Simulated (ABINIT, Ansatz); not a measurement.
An input for ABINIT 10.8.3 (WS2 (Tungstenite)):

```
acell 3*1.0 Angstrom
rprim 
  3.179999999980 0.000000000005 0.000000000000
  -1.589999999994 2.753960784015 0.000000000000
  0.000000000000 0.000000000000 12.500000000000
ntypat 2
znucl 74 16
natom 6
typat 1 1 2 2 2 2
xred 
  0.333333333333 0.666666666667 0.250000000000
  0.666666666667 0.333333333333 0.750000000000
  0.333333333333 0.666666666667 0.625000000000
  0.666666666667 0.333333333333 0.125000000000
  0.333333333333 0.666666666667 0.875000000000
  0.666666666667 0.333333333333 0.375000000000
pp_dirpath "pseudos"
pseudos "W.upf, S.upf"
ecut 31
ngkpt 3 3 1
nshiftk 1
shiftk 0 0 0
kptopt 1
chksymbreak 0
iscf -2
irdden 1
istwfk *1
nband 300
nbdbuf 26
tolwfr 1e-09
nstep 60
prtvol 0
indata_prefix "in"
outdata_prefix "out"
tmpdata_prefix "tmp"
```

The database entry behind the starting cell differs from later determinations by our own check (an axis about 1.4 % long against later determinations), so it need not match the best structure at ambient conditions.

```sh
OMP_NUM_THREADS=1 mpirun -n 4 abinit run.abi > log
```

Q: How long will it take on 4 MPI ranks of Arm Neoverse V2, shared host, and how much memory?

It took 89 s; on shared hardware allow 44 s to 3 min. Peak host memory was 0.49 GiB.

[Paths, hosts, dates, memory and timing lines, banners, echoed tables and standing remarks are left out of the program output.]

[Logs are printed without paths, hosts, clocks, repeated set-up lines and the standing remarks that a program may print on its own settings, such as how far it seeks lower states.]

[Runs of the session that timed out or met a known fault of the program may be left out.]

[Hosts, paths, dates, database ids (printed as entryN), source tags and the programs' standing remarks are cut or masked in the printed files.]

[G0W0 gaps are taken among the corrected bands and points alone; a level outside them can change the order at an edge.]

[Where Ansatz stands beside ABINIT at settings called matched, ABINIT's density can come from a denser mesh and the files from another edition; pairs whose starting gaps differed by over 0.03 eV were left out, so agreement reads better than it is.]
